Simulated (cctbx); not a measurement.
# What is wrong with this refinement?

Cell a = 10.6680 Å, b = 10.6680 Å, c = 15.2460 Å, α = 90.00°, β = 90.00°, γ = 120.00°; space group R-3m (no. 166). The compound is Nd2Cd17.

Simulated single-crystal data (cctbx): synchrotron X-rays, λ = 0.4959 Å, to d = 0.6 Å, 95 % of the full sphere, strongest reflection 5000 counts, noise from counting, a 2 % proportional error and a noise floor of 8 counts (s.d.); no absorption, and some extinction, which the refinements don't model.

An anisotropic refinement with weights 1/σ² prints:

```text
Rint 0.039, 31 unique reflections to 2.02 A
cycle     R1     wR2    GooF  max shift (A)
   1  0.0114  0.0233   1.717   0.01001
   2  0.0041  0.0105   0.775   0.00002
final R1 0.0041 wR2 0.0105 GooF 0.775  parameters 21  data/parameter 1.5
atom        x        y        z      Ueq    occ   su(xyz)  su(Uiso or U11)
Nd1    0.33333  0.66667  0.33714   0.0193  1.000  0.00037  0.0061
Cd1    0.27907  0.27907  0.00000   0.0101  1.000  0.00029  0.0050
Cd2    0.33333  0.66667  0.57175   0.0115  1.000  0.00039  0.0054
Cd3    0.83333  0.16667  0.16667   0.0115  1.000  0.00000  0.0054
Cd4    0.16646  0.33292  0.18744   0.0124  1.000  0.00030  0.0046
difference map: max 0.25 min -0.34 rms 0.08
Q1    0.0884  0.1768  0.7133   18    0.25  1.76 A from Nd1
Q2    0.0000  0.0000  0.3592    6    0.22  0.45 A from Nd1
Q3    0.0885  0.1770  0.9610   18    0.19  1.84 A from Cd2
Q4    0.0838  0.1676  0.4599   18    0.17  1.56 A from Cd4
Q5    0.0838  0.1677  0.2308   18    0.16  1.66 A from Cd4
Q6    0.0000  0.0000  0.1336    6    0.13  0.59 A from Cd2
```

**Question.** Can this result stand? If not, what is the likely fault?

Mend it. The fault: data cut at low resolution. Against the right model at the same level, R1 goes from 0.0184 to 0.0041 and GooF from 0.96 to 0.78. The atoms are right, but there are too few data for the parameters: R1 flatters and the s.u.s grow. Data per parameter fall from 43.7 to 1.5.

The compound is Nd2Cd17. The right model at the same level gives:

```text
Rint 0.069, 918 unique reflections to 0.60 A
cycle     R1     wR2    GooF  max shift (A)
   1  0.0212  0.0372   1.109   0.00008
   2  0.0184  0.0323   0.962   0.00000
final R1 0.0184 wR2 0.0323 GooF 0.962  parameters 21  data/parameter 43.7
atom        x        y        z      Ueq    occ   su(xyz)  su(Uiso or U11)
Nd1    0.33333  0.66667  0.33649   0.0036  1.000  0.00003  0.0001
Cd1    0.27912  0.27912  0.00000   0.0029  1.000  0.00003  0.0001
Cd2    0.33333  0.66667  0.57241   0.0040  1.000  0.00004  0.0001
Cd3    0.83333  0.16667  0.16667   0.0021  1.000  0.00000  0.0001
Cd4    0.16636  0.33273  0.18749   0.0030  1.000  0.00003  0.0001
difference map: max 2.38 min -3.60 rms 0.59
Q1    0.0000  0.0000  0.3573    6    2.48  0.41 A from Nd1
Q2    0.0810  0.1620  0.7406   18    2.42  1.84 A from Nd1
Q3    0.0000  0.0000  0.1719    6    2.42  1.18 A from Cd2
Q4    0.0934  0.5467  0.3965   18    2.40  1.80 A from Cd3
Q5    0.0509  0.5254  0.4530   18    2.28  0.86 A from Cd3
Q6    0.0395  0.0791  0.2406   18    2.26  1.55 A from Nd1
```

Isotropic U is held between 0.0001 and 1 Å² by the program, and listed peak heights are interpolated, so they can pass the grid's maximum.

This is a model crystal, built by substitution and not relaxed, with assumed displacement parameters.

[Middle refinement cycles are left out of these outputs.]

[Logs are printed without paths, hosts, clocks, repeated set-up lines and the standing remarks that a program may print on its own settings, such as how far it seeks lower states.]
